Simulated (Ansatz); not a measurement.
# Zn2C (model cell, started as cuprite): phonons and vibrational spectra, part 2 of 2

Aim: the vibrations of Zn2C (model cell, started as cuprite), their spectra, and whether the structure is stable.

Ansatz 0.2.0; DFT r2SCAN, scalar-relativistic, plane waves, PAW.

So far. Step 3 (Relaxing to small forces for the phonons): The forces vanish by symmetry and the pressure is -0.005 GPa, within the tolerances set. The cell now holds 14.69 Å³/atom. The relaxed cell has a = 4.450 Å (conventional setting).

The structure was built from a prototype and need not be the compound's stable phase.

### Step 4. Phonons on a q mesh

Stability and thermal properties need the whole zone. Linear response on a 2×2×2 q mesh gives force constants as far as a supercell of that size would.

Contents of input.yaml:

```yaml
crystal:
  lattice:
    - [4.4504730746, 0.0, 0.0]
    - [0.0, 4.4504730746, 0.0]
    - [0.0, 0.0, 4.4504730746]
  atoms:
    - { symbol: C, position: [0.0, 0.0, 0.0] }
    - { symbol: C, position: [0.5, 0.5, 0.5] }
    - { symbol: Zn, position: [0.25, 0.25, 0.25] }
    - { symbol: Zn, position: [0.75, 0.75, 0.25] }
    - { symbol: Zn, position: [0.75, 0.25, 0.75] }
    - { symbol: Zn, position: [0.25, 0.75, 0.75] }
kpoints:
  mp_grid: { grid: [6, 6, 6] }
hamiltonian:
  xc: r2scan
scf:
  occupations: { method: fixed }
output:
  eigenvalues: true
phonons:
  method: dfpt
  dielectric: true
  rigid_motions: translations
  qmesh: [2, 2, 2]
  temperatures: { t_max: 1000, t_step: 50 }
  qpath:
    path:
      - [[0.0, 0.0, 0.0], [0.0, 0.5, 0.0], [0.5, 0.5, 0.0], [0.0, 0.0, 0.0], [0.5, 0.5, 0.5], [0.0, 0.5, 0.0]]
      - [[0.5, 0.5, 0.5], [0.5, 0.5, 0.0]]
    npoints: 10
```

Command:

```console
$ ansatz run input.yaml --threads 8 --pin off --max-ram 14336MiB --backend cpu --events-out ev --progress --plain --runs-dir out
```

Numbers of over 12 decimals in the logs are rounded to 6 here.

What it wrote:

```text
Warning: phonons: the dynamical matrix that this run interpolates holds no multipole term above the dipole-dipole one, and a site of this crystal is no centre of inversion, so its interpolated transverse optical and acoustic branches and sound speeds can stay off near Gamma, and the density of states and the thermodynamics with them. What a run solves at a wave vector of phonons.qpoints, Gamma apart, where the deck admits one, is free of this, and under fd what a larger phonons.supercell samples
[...]
Crystal: 6 atoms, lattice volume = 88.149 Å³
Basis set: ecut = 500 eV, 2205 PW (Γ), exchange–correlation on 180×180×180 points (125 copies of the dense FFT grid, shifted against one another)
Bands: 34, of which v1, the nominal top of the filled ones, is band 28 counted from 1 (27 counted from 0)
Symmetry: 48 space group operations
k-points: 68 of 216 (irreducible under 2 space group operations, time reversal used)
[...]
SCF iter   1: F=—  HF=-13802.695899 eV  |F-HF|=—  |Δ(HF+E_count)|=         —  Δρ=1.75e-2  dr2=1.48e-1  dr2_τ=1.78e-1  ethr=1.77e-3  ⟨swp⟩=4.4  Hψ=8822  notcnv=0  defer=247
[...]
SCF iter   9: F=-13802.683176 eV  HF=-13802.683176 eV  |F-HF|=5.82e-11  |Δ(HF+E_count)|=   1.52e-9  Δρ=2.87e-7  dr2=7.47e-11  dr2_τ=2.82e-12  ethr=1.00e-12  ⟨swp⟩=9.9  Hψ=16483  notcnv=0
SCF 1 converged in 9 iterations: F = -13802.683176 eV  dr2 = 7.47e-11
[...]
DFPT response loops at Γ: preconditioner auto → Resta (q_TF=auto, 2.530 Å⁻¹)  ε∞=7.9 (no band partly filled); β = 1.00, the filter's whole step (`scf.mixing.beta` (0.50) is not read by the response loops at its default; to damp them type it under 1.00, their step now; it binds the ground state too); Broyden in place of MSR1
── the response to a field inside a basis, on 8×8×8 k-points: an SCF that follows is theirs, and a resumed run solves both again ──
Bands: 29, of which v1, the nominal top of the filled ones, is band 28 counted from 1 (27 counted from 0)
k-points: 20
[...]
Eigensolver: Dense (20 Hₖ)
SCF iter   1: F=—  HF=-13802.641032 eV  |F-HF|=—  |Δ(HF+E_count)|=         —  Δρ=1.66e-4  dr2=6.87e-6  dr2_τ=3.73e-6  ethr=1.00e-1
[...]
SCF iter   5: F=-13802.641028 eV  HF=-13802.641028 eV  |F-HF|=5.81e-9  |Δ(HF+E_count)|=   2.28e-7  Δρ=8.12e-6  dr2=3.17e-8  dr2_τ=8.08e-9  ethr=2.95e-10
SCF 1 converged in 5 iterations: F = -13802.641028 eV  dr2 = 3.17e-8
[...]
WARN: field response: ε∞ stands inside a basis, on 8×8×8 points; the force constants stand on the 6×6×6 k-mesh, whose period is 9.65 times the interband length at k = (0.0000, 0.0000, 0.0000), direct gap 1.400 eV, under 14: take them and everything formed from them as unconverged, and compare with a denser kpoints.mp_grid
NSCF: frozen V_eff on 20 k-points
[...]
DFPT response loops at q = (0, 0, -0.5) (fractional): preconditioner auto → Resta (q_TF=auto, 2.530 Å⁻¹)  ε∞=7.9 (no band partly filled); β = 1.00, the filter's whole step (`scf.mixing.beta` (0.50) is not read by the response loops at its default; to damp them type it under 1.00, their step now; it binds the ground state too); Broyden in place of MSR1
[...]
SCF converged after 9 iterations
Free energy (F): -13802.683176 eV
[...]
Internal energy: -13802.683176 eV  (E = F + TS)
E sigma→0 (E₀):  -13802.683176 eV
Fermi energy:    6.885388 eV
[...]
--- Band table (eV; the first three rows and the last of 68) ---
  k-point 0: bands = [... 24 lower, 5.5555, 6.4585, 6.4585, 6.4585, 7.8585, 7.8585, 9.4361, 15.1540, ... 2 higher]
  k-point 1: bands = [... 24 lower, 5.5935, 5.8142, 6.4771, 6.4771, 8.1410, 9.2000, 10.1287, 13.7800, ... 2 higher]
  k-point 2: bands = [... 24 lower, 5.6852, 5.6852, 6.4868, 6.4868, 8.9532, 11.3435, 11.3477, 11.8677, ... 2 higher]
  k-point 67: bands = [... 24 lower, 4.0197, 4.3311, 4.3311, 4.3311, 11.8277, 11.8277, 11.8277, 14.0088, ... 2 higher]
--- Phonons (Γ-DFPT): 2 representative perturbations + reference, on 68 of 216 k-points (Σ response iterations 16) ---
  k mesh reduced under 2 symmetry operations, with k and −k counted as one. Each operation leaves every solved perturbation unchanged. A smaller set is not considered because the functional reads the kinetic-energy density
  ASR residual: 9.119e-4 → 0.000e0 eV/Å²; symmetrization residual: 4.127e-7 eV/Å²
  ASR residual per site (eV/Å²): 9.12e-4 9.12e-4 7.39e-5 7.39e-5 7.39e-5 7.39e-5
  Γ frequencies (cm⁻¹): 0.00 0.00 0.00 84.41 84.41 84.41 148.59 148.59 148.59 169.29 169.29 332.94 603.59 603.59 603.59 673.22 673.22 673.22
  ε∞ (high-frequency dielectric tensor):
        9.902852     0.000000     0.000000
        0.000000     9.902852     0.000000
        0.000000     0.000000     9.902852
  ε⁰ (static dielectric tensor: ions relaxed, cell fixed):
       12.706848     0.000000     0.000000
        0.000000    12.706848    -0.000000
        0.000000    -0.000000    12.706848
  ε⁰ − ε∞ (ionic part):
        2.803997     0.000000     0.000000
        0.000000     2.803997    -0.000000
        0.000000    -0.000000     2.803997
  softest optical mode at Γ: 84.41 cm⁻¹; the repairs (sum rule, projections) moved no ω² at Γ by more than (4.56 cm⁻¹)²
  Born effective charges Z* (e; rows j = field, columns β = displacement):
    site 0:
        -2.74196   -0.00000   -0.00000
         0.00000   -2.74196   -0.00000
         0.00000   -0.00000   -2.74196
    site 1:
        -2.74196   -0.00000   -0.00000
         0.00000   -2.74196    0.00000
         0.00000   -0.00000   -2.74196
    site 2:
         1.37098    0.51762    0.51762
         0.51762    1.37098    0.51762
         0.51762    0.51762    1.37098
    site 3:
         1.37098    0.51762   -0.51762
         0.51762    1.37098   -0.51762
        -0.51762   -0.51762    1.37098
    site 4:
         1.37098   -0.51762    0.51762
        -0.51762    1.37098   -0.51762
         0.51762   -0.51762    1.37098
    site 5:
         1.37098   -0.51762   -0.51762
        -0.51762    1.37098    0.51762
        -0.51762    0.51762    1.37098
  Z* charge neutrality: 4.690e-3 e pre-enforcement
  solved inside a basis spanned on kpoints, on 8×8×8 k-points transformed towards the longest dipole: ε∞ is read to err by 3.5e-2, Z* by 1.4e-2 e (field_mesh: kpoints solves on kpoints); Z* is corrected for what the basis lacks
  optical modes at Γ without the LO–TO term, one row a degenerate level:
      ω (cm⁻¹)  modes    IR ((D/Å)²/amu)
         84.41      3             0.0000
        148.59      3             3.1081
        169.29      2             0.0000
        332.94      1             0.0000
        603.59      3             0.0000
        673.22      3            93.7678
  optical modes at Γ + LO–TO along q̂ = [1.0000, 0.0000, 0.0000]:
      ω (cm⁻¹)  modes    IR ((D/Å)²/amu)
         84.41      3             0.0000
        148.59      2             2.0721
        155.65      1             0.7460
        169.29      2             0.0000
        332.94      1             0.0000
        603.59      3             0.0000
        673.22      2            62.5119
[...]
optical modes at Γ + LO–TO along q̂ = [0.0000, 1.0000, 0.0000]:
      ω (cm⁻¹)  modes    IR ((D/Å)²/amu)
[...]
332.94      1             0.0000
        603.59      3             0.0000
        673.22      2            62.5119
        727.99      1            31.5460
  optical modes at Γ + LO–TO along q̂ = [0.0000, 0.0000, 1.0000]:
      ω (cm⁻¹)  modes    IR ((D/Å)²/amu)
         84.41      3             0.0000
        148.59      2             2.0721
        155.65      1             0.7460
        169.29      2             0.0000
        332.94      1             0.0000
        603.59      3             0.0000
        673.22      2            62.5119
        727.99      1            31.5460
--- Phonons (arbitrary-q DFPT): 4 irreducible q on the 2×2×2 mesh ---
  q = [0.0000, 0.0000, 0.0000] (star 1, of the zone-centre solve; hermiticity 5.03e-8, symmetrization 3.81e-9): -0.00 0.00 0.00 84.41 84.41 84.41 148.59 148.59 148.59 169.29 169.29 332.94 603.59 603.59 603.59 673.22 673.22 673.22
  q = [0.0000, 0.0000, -0.5000] (star 3, 4 solved perturbations in 284 linear systems a pass and spin channel, the states on 112 of 216 k-point pairs; hermiticity 2.64e-7, symmetrization 8.50e-13): 69.30 69.30 91.69 91.69 124.65 124.65 128.71 128.71 138.13 138.13 235.36 235.36 603.51 603.51 672.92 672.92 680.63 680.63
[...]
sum rule: each row above includes the acoustic sum rule's correction from the zone centre's row sums; it moved no ω² by more than (4.54 cm⁻¹)²
  mesh force constants: q→R imaginary residual 1.96e-17; ASR residual 9.119e-4 → 0.000e0 eV/Å²; symmetrization residual 1.776e-14 eV/Å²
  interpolated dispersion: 63 rows × 18 modes
  density of states and harmonic sums: on the 14×14×14 q-mesh, interpolated from the force constants of a 2×2×2 supercell (with the dipole–dipole term)
  largest difference from the sums on the solved wave vectors: F 9.53e-2 eV, S 1.28e-4 and C_V 3.21e-5 eV/K
  zero-point energy: 0.337155 eV/cell   skipped modes (ω ≤ 0): 3   left out of the sums: 6.07e-5 of the cell's modes: C_V's classical limit lies that fraction below 3 k_B per atom; for a crystal, a wire or a layer, F and S can be off by more, and a phonons.interpolated_qmesh denser along its periods is the remedy for the sampling
```

It took 4.6 min on 8 threads of Arm Neoverse V1, shared host; peak memory 2.9 GiB.

In the SCF lines HF is the Harris–Foulkes energy and dr2 the Hartree energy of the density residual, in eV; the loop may stop once dr2 is under the threshold and the program's other checks hold. Hψ counts applications of the Hamiltonian.

Numbers from this step:

```yaml
gap_on_the_k_mesh: 0.9731 eV
sum_rule_residual_before_enforcement: 9.12e-4 eV/Å²
miss_of_the_charge_sum_rule: 0.004690 e
estimated_error_of_the_dielectric_tensor: 0.03488
estimated_error_of_the_born_charges: 0.01420 e
lowest_frequency_on_the_path: 0 cm⁻¹
point_group: m-3m
highest_frequency_on_the_path_or_at_a_solved_wavevector: 728 cm⁻¹
mean_frequency: 302.2 cm⁻¹
debye_temperature_second_moment: 730 K
logarithmic_mean_frequency: 204.5 cm⁻¹
highest_optical_mode_at_the_zone_centre_no_lo_to_term: 673.2 cm⁻¹
lowest_optical_zone_centre_mode: 84.41 cm⁻¹
mean_high_frequency_dielectric_constant: 9.903
largest_born_charge_third_of_the_trace: -2.742 e
mean_static_dielectric_constant: 12.71
```

Optical modes at the zone centre, without and with the macroscopic field of the longitudinal modes; each column is sorted by frequency, so a row need not hold one and the same mode. Modes with and without the field, by row:

```csv
rank among optical modes,no field (cm⁻¹),"q along (1, 0, 0) (cm⁻¹)"
1,84.4,84.4
2,84.4,84.4
3,84.4,84.4
4,148.6,148.6
5,148.6,148.6
6,148.6,155.7
7,169.3,169.3
8,169.3,169.3
9,332.9,332.9
10,603.6,603.6
11,603.6,603.6
12,603.6,603.6
13,673.2,673.2
14,673.2,673.2
15,673.2,728
```

Born charge (rows field, columns displacement) (e), principal values of the symmetric part by kind of site:

```csv
atom,atoms with these values,low,middle,high,mean
C1,2,-2.74,-2.74,-2.74,-2.74
Zn3,4,0.85,0.85,2.41,1.37
```

In full for Zn3:

```
1.37 0.52 0.52
0.52 1.37 0.52
0.52 0.52 1.37
```

High-frequency dielectric tensor:

```
9.90 0.00 0.00
0.00 9.90 0.00
0.00 0.00 9.90
```

Static dielectric tensor (ions relaxed, fixed cell):

```
12.71  0.00  0.00
 0.00 12.71  0.00
 0.00  0.00 12.71
```

Transverse modes. Lines of the infrared spectrum (strongest = 100):

```csv
position (cm⁻¹),label,relative intensity
84,T2u,0.0
149,T1u,3.3
169,Eu,0.0
333,A2u,0.0
604,T2g,0.0
673,T1u,100
```

Frequencies (cm⁻¹) solved at each irreducible wavevector; negative means imaginary. Frequencies by wavevector, by row:

```csv
q in reciprocal lattice units,star,mode 1,mode 2,mode 3,mode 4,mode 16,mode 17,mode 18
0 0 0,1,0,0,0,84.4,673.2,673.2,673.2
0 0 -0.5,3,69.3,69.3,91.7,91.7,672.9,680.6,680.6
0 -0.5 -0.5,3,51.3,51.3,98.1,98.1,644.7,656.5,656.5
-0.5 -0.5 -0.5,1,72.6,72.6,72.6,78.7,706.6,706.6,706.6
```

Interpolated from a 2×2×2 q mesh, rough between the solved points, with the LO-TO term (at Γ the limit along the path; where Γ stands inside the path, tables give the limit on arrival). Phonon branches along the path, in cm⁻¹:

```csv
point,branch 1,branch 2,branch 3,branch 4,branch 15,branch 16,branch 17,branch 18
Γ,0,0,0,84,604,673,673,728
halfway,48,48,78,88,631,673,673,716
X,69,69,92,92,673,673,681,681
halfway,69,69,89,89,665,665,667,667
M,51,51,98,98,645,645,656,656
halfway,24,66,88,90,624,668,672,700
Γ,0,0,0,84,604,673,673,728
halfway,50,50,80,108,646,678,680,680
R,73,73,73,79,587,707,707,707
halfway,71,71,82,86,638,662,684,688
X,69,69,92,92,673,673,681,681
jump to R,73,73,73,79,587,707,707,707
halfway,65,65,85,88,605,688,690,690
M,51,51,98,98,645,645,656,656
```

Tetrahedra on a 14×14×14 mesh, mean over bins of 10 cm-1. Interpolated from a 2×2×2 q mesh, rough between the solved points. Table of phonon density of states by wavenumber; read off at these points:

```csv
wavenumber (cm⁻¹),phonon density of states (1/cm⁻¹/cell)
5,3.0e-4
25,0.00782
55,0.0415
65,0.0692
75,0.0517
85,0.138
105,0.108
125,0.0973
145,0.0703
155,0.0682
175,0.0175
205,0.0169
225,0.0104
255,0.00904
275,0.0177
305,0.00953
325,0.00386
355,0
375,0
405,0
425,0
455,0
475,0
505,0
525,0
555,0
575,0
605,0.0781
625,0.0472
655,0.0280
675,0.110
705,0.0134
725,0.00252
```

The partial phonon density of states has structure finer than the step of the table below, so its rows give means over 25 cm⁻¹, whole bins alone (the curve runs from -10 to 759 cm⁻¹). Peaks (cm⁻¹: height): C 608.8: 0.0667, 671.7: 0.0838; Zn 86.7: 0.125, 671.7: 0.0167.

Phonopy on the run's constants, 13x13x13 mesh, Gaussian sigma 5.5 cm-1. Interpolated from a 2×2×2 q mesh, rough between the solved points. Partial phonon density of states against wavenumber; means over each step; values in 1/cm⁻¹/cell:

```csv
wavenumber (cm⁻¹),C,Zn
25,7.6e-4,0.00820
50,0.00285,0.0313
75,0.00341,0.0779
100,0.00180,0.106
125,0.00220,0.0795
150,0.00385,0.0612
175,0.00254,0.0288
200,0.00225,0.0150
225,0.00130,0.00885
250,9.2e-4,0.00718
275,0.00159,0.0152
300,8.7e-4,0.0115
325,1.5e-4,0.00390
350,1.6e-6,1.7e-4
375,0,0
400,0,0
425,0,0
450,0,0
475,0,0
500,0,0
525,0,0
550,0,0
575,0.00219,1.6e-5
600,0.0456,6.8e-4
625,0.0443,0.00205
650,0.0329,0.00490
675,0.0661,0.0126
700,0.0215,0.00373
725,0.00289,5.3e-4
```

Harmonic thermodynamic functions per atom, from the density of states. Interpolated from a 2×2×2 q mesh, rough between the solved points. Thermodynamic functions, by row:

```csv
T (K),F_vib (meV/atom),S (J/mol-atom/K),C_V (J/mol-atom/K)
0,56.19,0,0
50,55.58,3.825,7.138
100,51.76,10.73,12.53
200,35,20.95,17.05
300,9.23,28.46,19.93
400,-23.47,34.45,21.65
500,-61.82,39.4,22.66
600,-104.9,43.59,23.29
700,-152,47.21,23.69
800,-202.6,50.39,23.97
900,-256.3,53.23,24.16
1000,-312.8,55.78,24.3
```

Harmonic mean-square displacement, third of the trace. Interpolated from a 2×2×2 q mesh, rough between the solved points. Mean square displacements, by row:

```csv
T (K),C1 U_eq (Å²),C2 U_eq (Å²),Zn3 U_eq (Å²),Zn4 U_eq (Å²),Zn5 U_eq (Å²),Zn6 U_eq (Å²)
0,0.00336,0.00336,0.00244,0.00244,0.00244,0.00244
100,0.00567,0.00567,0.00541,0.00541,0.00541,0.00541
300,0.01246,0.01246,0.01472,0.01472,0.01472,0.01472
600,0.02348,0.02348,0.02913,0.02913,0.02913,0.02913
```

Symmetry leaves 4 wavevectors to solve. The lowest mode among them, the acoustic zeros apart, lies at q = (0, -0.5, -0.5) and is real, 51.3 cm⁻¹.

The log warns of the k mesh: “the force constants stand on the 6×6×6 k-mesh, whose period is 9.65 times the interband length at k = (0.0000, 0.0000, 0.0000), direct gap 1.400 eV, under 14: take them and everything formed from them as unconverged”.

### Step 5. Outcome

```yaml
space_group_after_relaxation_within_0p01_a: Pn-3m
volume_per_atom: 14.7 Å³
gap_on_the_k_mesh: 0.973 eV
highest_optical_mode_at_the_zone_centre_no_lo_to_term: 673 cm⁻¹
top_of_the_zone_centre_spectrum_with_the_field: 728 cm⁻¹
lowest_optical_zone_centre_mode: 84.4 cm⁻¹
mean_high_frequency_dielectric_constant: 9.90
mean_static_dielectric_constant: 12.7
largest_born_charge_third_of_the_trace: -2.74 e
lowest_mode_on_the_q_mesh_acoustic_modes_at_gamma_apart: 51.3 cm⁻¹
highest_frequency_on_the_path_or_at_a_solved_wavevector: 728 cm⁻¹
zero_point_energy_per_atom: 56.2 meV
heat_capacity_at_300_k: 19.9 J/(mol atoms K)
vibrational_entropy_at_300_k: 28.5 J/(mol atoms K)
debye_temperature_second_moment: 730 K
imaginary_modes_on_the_2x2x2_q_mesh: none
```

The structure is a minimum as far as tested: no mode is imaginary at the 4 irreducible wavevectors of the 2×2×2 mesh, and the softest away from the acoustic zeros lies at 51 cm⁻¹. Without the field, the optical modes at Γ span 84 to 673 cm⁻¹. With the macroscopic field of the longitudinal modes the top of the zone-centre spectrum lies at 728 cm⁻¹, against 673 cm⁻¹ without it. Lattice motion raises the mean dielectric constant from 9.903 to 12.71. The strongest infrared line is at 673 cm⁻¹. On the path and the mesh, the widest gap between branches runs from 339 to 587 cm⁻¹. With the field response the log warns that the k mesh is coarse for the force constants too, so the frequencies may not be converged. The q mesh stands for a supercell only 8.9 Å across, so branches between the solved wavevectors are rough. The program warns that the interpolation holds no quadrupole term, so branches close to Γ can be off in this crystal. The starting cell was built on a prototype and not taken from a measurement, so the phase need not exist. These are harmonic frequencies at zero temperature: anharmonic shifts, linewidths and thermal expansion are left out.

[Logs are printed without paths, hosts, clocks, repeated set-up lines and the standing remarks that a program may print on its own settings, such as how far it seeks lower states.]

[Hosts, paths, dates, database ids (printed as entryN), source tags and the programs' standing remarks are cut or masked in the printed files.]
